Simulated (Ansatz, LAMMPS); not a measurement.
## Glassy B2O3 (130 atoms): where an added charge goes

Does an extra electron or hole in glassy B2O3 (130 atoms) stay spread out, or do the atoms trap it?

Method: Kohn-Sham DFT, PBEsol, PAW (set soft_2), plane waves, in Ansatz 0.2.0.

**1. Starting point**

The cell holds 130 atoms: 52 B and 78 O. Its edges and angles: a = 11.435 Å, b = 11.435 Å, c = 11.435 Å, α = 90.0°, β = 90.0°, γ = 90.0°. 130 atoms (52 B, 78 O) placed at random at 1.93 g/cm³, melted at 3000 K for 20 ps at fixed volume with the Buckingham and Coulomb pair potential of Guillot and Sator (Geochim. Cosmochim. Acta 71, 1249 (2007)) with the boron terms of Wang et al. (J. Non-Cryst. Solids 498, 294 (2018)). Quenched from 3000 K to 300 K at 20 K/ps and fixed volume, held 10 ps at zero pressure.

Limits known from the start: The quench rate of 20 K/ps is many orders above laboratory rates, so the cell is likely richer in defects and strain than a real sample. The starting topology of bonds comes from the classical model, and needn't be the one that DFT or experiment would give. Only the Γ point is sampled, in a cell whose shortest periodic width is 11 Å.

**2. Single point at the start**

A single point comes first, to see the forces before anything moves.

Contents of input.yaml:

```yaml
crystal:
  lattice:
    - [11.43473, 0.0, 0.0]
    - [0.0, 11.43473, 0.0]
    - [0.0, 0.0, 11.43473]
  atoms:
    - { symbol: B, position: [0.53157, 0.69807, 0.9428] }
    - { symbol: B, position: [0.41129, 0.26164, 0.58626] }
    - { symbol: B, position: [0.25368, 0.58442, 0.52207] }
    - { symbol: B, position: [0.73033, 0.25483, 0.9131] }
    - { symbol: B, position: [0.14759, 0.15471, 0.22278] }
    - { symbol: B, position: [0.92768, 0.71579, 0.02254] }
    - { symbol: B, position: [0.8754, 0.60417, 0.4288] }
    - { symbol: B, position: [0.73578, 0.30276, 0.37642] }
    - { symbol: B, position: [0.61278, 0.9693, 0.81737] }
    - { symbol: B, position: [0.29434, 0.79631, 0.61311] }
    - { symbol: B, position: [0.80573, 0.47371, 0.87691] }
    - { symbol: B, position: [0.39316, 0.40672, 0.19874] }
    - { symbol: B, position: [0.07799, 0.38628, 0.21321] }
    - { symbol: B, position: [0.6718, 0.41565, 0.17052] }
    - { symbol: B, position: [0.86299, 0.09427, 0.36326] }
    - { symbol: B, position: [0.52931, 0.03542, 0.21778] }
    - { symbol: B, position: [0.00802, 0.37137, 0.94091] }
    - { symbol: B, position: [0.43708, 0.04875, 0.94767] }
    - { symbol: B, position: [0.00376, 0.98661, 0.8044] }
    - { symbol: B, position: [0.14312, 0.80065, 0.35249] }
    - { symbol: B, position: [0.97275, 0.14366, 0.98168] }
    - { symbol: B, position: [0.91886, 0.91823, 0.23024] }
    - { symbol: B, position: [0.57325, 0.81924, 0.15] }
    - { symbol: B, position: [0.19616, 0.37269, 0.58238] }
    - { symbol: B, position: [0.45348, 0.08024, 0.42905] }
    - { symbol: B, position: [0.71159, 0.09662, 0.08614] }
    - { symbol: B, position: [0.10164, 0.01017, 0.40868] }
    - { symbol: B, position: [0.07556, 0.96671, 0.08021] }
    - { symbol: B, position: [0.36462, 0.7729, 0.29825] }
    - { symbol: B, position: [0.26062, 0.67339, 0.89793] }
    - { symbol: B, position: [0.07823, 0.56942, 0.33079] }
    - { symbol: B, position: [0.63415, 0.42428, 0.54829] }
    [... 92 atom lines left out ...]
    - { symbol: O, position: [0.099, 0.32128, 0.63843] }
    - { symbol: O, position: [0.76868, 0.56968, 0.81298] }
    - { symbol: O, position: [0.01343, 0.89694, 0.15765] }
    - { symbol: O, position: [0.96886, 0.26192, 0.97454] }
    - { symbol: O, position: [0.09543, 0.02282, 0.73624] }
    - { symbol: O, position: [0.81487, 0.87275, 0.59238] }
kpoints:
  mp_grid: { grid: [1, 1, 1] }
hamiltonian:
  xc: pbesol
scf:
  occupations: { method: fixed }
output:
  forces: true
```

Run with:

```
> ansatz run input.yaml --threads 4 --pin off --max-ram 8192MiB --backend cpu --events-out ev --progress --plain --runs-dir out
```

Numbers of over 12 decimals in the logs are rounded to 6 here.

What it wrote:

```text
[...]
Pseudopotentials: kind: paw
Pseudopotential: B, paw, valence charge 3, recommended cutoff 420 eV (normal), B.paw.azcp
Pseudopotential: O, paw, valence charge 6, recommended cutoff 420 eV (normal), O.paw.azcp
[...]
Crystal: 130 atoms, lattice volume = 1495.126 Å³
Basis set: ecut = 420 eV, 29279 PW (Γ), exchange–correlation on 160×160×160 points (8 copies of the dense FFT grid, shifted against one another)
Bands: 442, of which v1, the nominal top of the filled ones, is band 312 counted from 1 (311 counted from 0)
Symmetry: 1 space group operations
Space group: P1 (ITA 1), of the structure as read, at distance tolerance 1.1e-4 Å
k-points: 1
[...]
Initial density: superposition of atomic densities (neutral atoms: chi_scale 0, normalization atom), corrected by the library's trained network
Initial wavefunctions: pseudopotential atomic-orbital guess
[...]
SCF iter   1: F=—  HF=-51776.456300 eV  |F-HF|=—  |Δ(HF+E_count)|=         —  Δρ=1.32e-2  dr2=2.08e0  ethr=1.77e-3  ⟨swp⟩=6.0  Hψ=1428  notcnv=0  defer=126
preconditioner: auto → Resta (q_TF=auto, 2.359 Å⁻¹)  ε∞=3.1  [insulator: Δε(μ)=4.624 eV  Ē_g=16.651 eV  n_scr=340 (ndim 8)  ℏωp=24.0 eV  f_vac=0.181  ε∞_Penn≈3.1]
SCF iter   2: F=—  HF=-51775.935928 eV  |F-HF|=—  |Δ(HF+E_count)|=   5.20e-1  Δρ=2.92e-3  dr2=7.15e-2  ethr=3.34e-4  ⟨swp⟩=2.0  Hψ=687  notcnv=0  defer=127
SCF iter   3: F=—  HF=-51775.933791 eV  |F-HF|=—  |Δ(HF+E_count)|=   2.14e-3  Δρ=1.36e-3  dr2=2.36e-2  ethr=1.15e-5  ⟨swp⟩=3.0  Hψ=537  notcnv=0  defer=94
automatic band count: iteration 3 solves 408 bands in place of 442: the levels show a gap, and the empty bands left out lie too high to hold charge; the band table lists the bands solved (type scf.n_extra_bands for more)
SCF iter   4: F=—  HF=-51775.935619 eV  |F-HF|=—  |Δ(HF+E_count)|=   1.83e-3  Δρ=6.70e-4  dr2=5.73e-3  ethr=3.77e-6  ⟨swp⟩=4.0  Hψ=629  notcnv=0  defer=94
SCF iter   5: F=—  HF=-51775.935241 eV  |F-HF|=—  |Δ(HF+E_count)|=   3.78e-4  Δρ=1.18e-4  dr2=3.39e-4  ethr=9.18e-7  ⟨swp⟩=3.0  Hψ=558  notcnv=0  defer=94
SCF iter   6: F=—  HF=-51775.935450 eV  |F-HF|=—  |Δ(HF+E_count)|=   2.08e-4  Δρ=3.36e-5  dr2=2.57e-5  ethr=5.43e-8  ⟨swp⟩=3.0  Hψ=783  notcnv=0  defer=94
SCF iter   7: F=—  HF=-51775.935383 eV  |F-HF|=—  |Δ(HF+E_count)|=   6.66e-5  Δρ=2.32e-5  dr2=6.72e-6  ethr=4.12e-9  ⟨swp⟩=2.0  Hψ=676  notcnv=0  defer=94
SCF iter   8: F=—  HF=-51775.935385 eV  |F-HF|=—  |Δ(HF+E_count)|=   1.70e-6  Δρ=6.75e-6  dr2=6.46e-7  ethr=1.08e-9  ⟨swp⟩=2.0  Hψ=626  notcnv=0  defer=94
SCF iter   9: F=-51775.935386 eV  HF=-51775.935386 eV  |F-HF|=5.58e-8  |Δ(HF+E_count)|=   1.12e-6  Δρ=2.08e-6  dr2=7.17e-8  ethr=1.60e-11  ⟨swp⟩=4.0  Hψ=1238  notcnv=0
SCF 1 converged in 9 iterations: F = -51775.935386 eV  dr2 = 7.17e-8
[...]
SCF converged after 9 iterations
Free energy (F): -51775.935386 eV
Harris-Foulkes:  -51775.935386 eV  (|F-HF|=5.58e-8)
Internal energy: -51775.935386 eV  (E = F + TS)
E sigma→0 (E₀):  -51775.935386 eV
Fermi energy:    1.395619 eV
--- Per-component energies (eV) ---
[...]
Σ components = -51775.935386   (vs F -51775.935386, Δ=0.00e0)
--- Forces (eV/Å), atoms counted from 1 ---
  atom   1  B      0.53432477    -0.68805457     0.62568751
  atom   2  B     -1.66439451     0.17481783     0.75607459
  atom   3  B      2.42110149    -0.02529475     0.24215364
  atom   4  B      1.57173795    -0.60549970    -0.81006208
[...]
atom 130  O     -1.34059648    -0.55464550    -0.30992442
  max |Σ_I F_I| component: 3.75e-5 eV/Å
```

It took 5.2 s on 4 threads of AMD EPYC 9R45, shared host; peak memory 1.9 GiB.

The r.m.s. force at the start is 0.83 eV/Å.

**3. Relaxation**

The atoms are relaxed in the fixed cell, aiming at the force tolerance of the input.

Contents of input.yaml:

```yaml
crystal:
  lattice:
    - [11.43473, 0.0, 0.0]
    - [0.0, 11.43473, 0.0]
    - [0.0, 0.0, 11.43473]
  atoms:
    [... the 130 atom lines of step 2 ...]
kpoints:
  mp_grid: { grid: [1, 1, 1] }
hamiltonian:
  xc: pbesol
scf:
  occupations: { method: fixed }
output:
  forces: true
relax:
  f_tol: 0.05
  max_steps: 120
```

What it wrote:

```text
[...]
Crystal: 130 atoms, lattice volume = 1495.126 Å³
Basis set: ecut = 420 eV, 29279 PW (Γ), exchange–correlation on 160×160×160 points (8 copies of the dense FFT grid, shifted against one another)
Bands: 442, of which v1, the nominal top of the filled ones, is band 312 counted from 1 (311 counted from 0)
Symmetry: 1 space group operations
[...]
k-points: 1
[...]
SCF iter   1: F=—  HF=-51776.456298 eV  |F-HF|=—  |Δ(HF+E_count)|=         —  Δρ=1.32e-2  dr2=2.08e0  ethr=1.77e-3  ⟨swp⟩=6.0  Hψ=1428  notcnv=0  defer=126
[...]
SCF iter   7: F=-51775.935383 eV  HF=-51775.935383 eV  |F-HF|=6.39e-7  |Δ(HF+E_count)|=   4.74e-5  Δρ=2.31e-5  dr2=6.66e-6  ethr=4.10e-9  ⟨swp⟩=3.0  Hψ=992  notcnv=0
SCF 1 converged in 7 iterations: F = -51775.935383 eV  dr2 = 6.66e-6
[...]
relax step   1: F+E_penalty+E_count = -51775.93538250 eV  Δ(F+E_penalty+E_count) = +0.000e0 eV  max|allowed force component| = 3.324e0 eV/Å  Δτ_max = 0.0000 Å  (7 SCF iters, dr2 threshold 6.25e-5 eV, accepted)
[... from here on, the SCF cycles and remarks between the steps are left out ...]
relax step   2: F+E_penalty+E_count = -51782.11983286 eV  Δ(F+E_penalty+E_count) = -6.184e0 eV  max|allowed force component| = 1.696e0 eV/Å  Δτ_max = 0.1948 Å  (7 SCF iters, dr2 threshold 1.00e-4 eV, accepted)
relax step   3: F+E_penalty+E_count = -51785.66286153 eV  Δ(F+E_penalty+E_count) = -3.543e0 eV  max|allowed force component| = 9.482e-1 eV/Å  Δτ_max = 0.2000 Å  (7 SCF iters, dr2 threshold 1.00e-4 eV, accepted)
relax step   4: F+E_penalty+E_count = -51787.65718953 eV  Δ(F+E_penalty+E_count) = -1.994e0 eV  max|allowed force component| = 4.430e-1 eV/Å  Δτ_max = 0.1949 Å  (7 SCF iters, dr2 threshold 1.00e-4 eV, accepted)
relax step   5: F+E_penalty+E_count = -51788.63871204 eV  Δ(F+E_penalty+E_count) = -9.815e-1 eV  max|allowed force component| = 4.175e-1 eV/Å  Δτ_max = 0.2000 Å  (7 SCF iters, dr2 threshold 4.28e-5 eV, accepted)
relax step   6: F+E_penalty+E_count = -51789.29932247 eV  Δ(F+E_penalty+E_count) = -6.606e-1 eV  max|allowed force component| = 4.697e-1 eV/Å  Δτ_max = 0.1949 Å  (7 SCF iters, dr2 threshold 3.80e-5 eV, accepted)
relax step   7: F+E_penalty+E_count = -51789.71732693 eV  Δ(F+E_penalty+E_count) = -4.180e-1 eV  max|allowed force component| = 5.019e-1 eV/Å  Δτ_max = 0.2000 Å  (6 SCF iters, dr2 threshold 1.00e-4 eV, accepted)
relax step   8: F+E_penalty+E_count = -51790.05497313 eV  Δ(F+E_penalty+E_count) = -3.376e-1 eV  max|allowed force component| = 4.350e-1 eV/Å  Δτ_max = 0.2000 Å  (6 SCF iters, dr2 threshold 1.00e-4 eV, accepted)
relax step   9: F+E_penalty+E_count = -51790.39000835 eV  Δ(F+E_penalty+E_count) = -3.350e-1 eV  max|allowed force component| = 1.717e-1 eV/Å  Δτ_max = 0.2000 Å  (7 SCF iters, dr2 threshold 1.00e-4 eV, accepted)
relax step  10: F+E_penalty+E_count = -51790.56706671 eV  Δ(F+E_penalty+E_count) = -1.771e-1 eV  max|allowed force component| = 8.251e-2 eV/Å  Δτ_max = 0.2000 Å  (8 SCF iters, dr2 threshold 4.59e-6 eV, accepted)
relax step  11: F+E_penalty+E_count = -51790.69452313 eV  Δ(F+E_penalty+E_count) = -1.275e-1 eV  max|allowed force component| = 1.034e-1 eV/Å  Δτ_max = 0.2000 Å  (10 SCF iters, accepted)
relax step  12: F+E_penalty+E_count = -51790.71574584 eV  Δ(F+E_penalty+E_count) = -2.122e-2 eV  max|allowed force component| = 3.427e-1 eV/Å  Δτ_max = 0.1919 Å  (10 SCF iters, accepted)
relax step  13: F+E_penalty+E_count = -51790.83829183 eV  Δ(F+E_penalty+E_count) = -1.225e-1 eV  max|allowed force component| = 1.171e-1 eV/Å  Δτ_max = 0.2000 Å  (6 SCF iters, dr2 threshold 1.00e-4 eV, accepted)
relax step  14: F+E_penalty+E_count = -51790.89254805 eV  Δ(F+E_penalty+E_count) = -5.426e-2 eV  max|allowed force component| = 1.363e-1 eV/Å  Δτ_max = 0.2000 Å  (10 SCF iters, accepted)
relax step  15: F+E_penalty+E_count = -51790.88604895 eV  Δ(F+E_penalty+E_count) = +6.499e-3 eV  max|allowed force component| = 3.528e-1 eV/Å  Δτ_max = 0.1951 Å  (10 SCF iters, rejected (line search))
relax step  16: F+E_penalty+E_count = -51790.92021466 eV  Δ(F+E_penalty+E_count) = -2.767e-2 eV  max|allowed force component| = 6.790e-2 eV/Å  Δτ_max = 0.0976 Å  (9 SCF iters, accepted)
relax step  17: F+E_penalty+E_count = -51790.92650838 eV  Δ(F+E_penalty+E_count) = -6.294e-3 eV  max|allowed force component| = 1.306e-1 eV/Å  Δτ_max = 0.0976 Å  (9 SCF iters, accepted)
relax step  18: F+E_penalty+E_count = -51790.92119295 eV  Δ(F+E_penalty+E_count) = +5.315e-3 eV  max|allowed force component| = 2.330e-1 eV/Å  Δτ_max = 0.0281 Å  (6 SCF iters, dr2 threshold 4.23e-6 eV, rejected (line search))
relax step  19: F+E_penalty+E_count = -51790.93269855 eV  Δ(F+E_penalty+E_count) = -6.190e-3 eV  max|allowed force component| = 4.889e-2 eV/Å  Δτ_max = 0.0135 Å  (7 SCF iters, accepted)
SCF converged after 7 iterations
Free energy (F): -51790.932699 eV
[...]
Internal energy: -51790.932699 eV  (E = F + TS)
E sigma→0 (E₀):  -51790.932699 eV
Fermi energy:    0.900661 eV
[...]
Σ components = -51790.932699   (vs F -51790.932699, Δ=0.00e0)
--- Forces (eV/Å), atoms counted from 1 ---
  atom   1  B     -0.00266899    -0.00158276     0.00970973
  atom   2  B     -0.01070967    -0.04716065     0.02719725
  atom   3  B     -0.01708494    -0.00918679    -0.01395110
  atom   4  B     -0.00690315    -0.00820615    -0.00309352
[...]
atom 130  O     -0.01559482    -0.00084255    -0.00265458
  max |Σ_I F_I| component: 7.23e-5 eV/Å
--- Relaxed structure (19 steps of the walk, 17 accepted, 0 SCFs on fresh bases) ---
  F+E_penalty+E_count = -51790.93269855 eV   max|allowed force component| = 4.889e-2 eV/Å
  atoms:
    - { symbol: B, position: [0.515437, 0.688861, 0.985789] }
    - { symbol: B, position: [0.410338, 0.251704, 0.613013] }
    - { symbol: B, position: [0.281652, 0.534925, 0.533390] }
    - { symbol: B, position: [0.749544, 0.223015, 0.884272] }
[...]
- { symbol: O, position: [0.784331, 0.900016, 0.624851] }
```

Elapsed: 90 s, on 4 threads; peak memory 1.9 GiB.

The relaxation converged after 19 steps, 15.0 eV below its start, with a largest force component of 0.049 eV/Å.

(Continued in part 2 of 4.)

[Logs are printed without paths, hosts, clocks, repeated set-up lines and the standing remarks that a program may print on its own settings, such as how far it seeks lower states.]

[Hosts, paths, dates, database ids (printed as entryN), source tags and the programs' standing remarks are cut or masked in the printed files.]
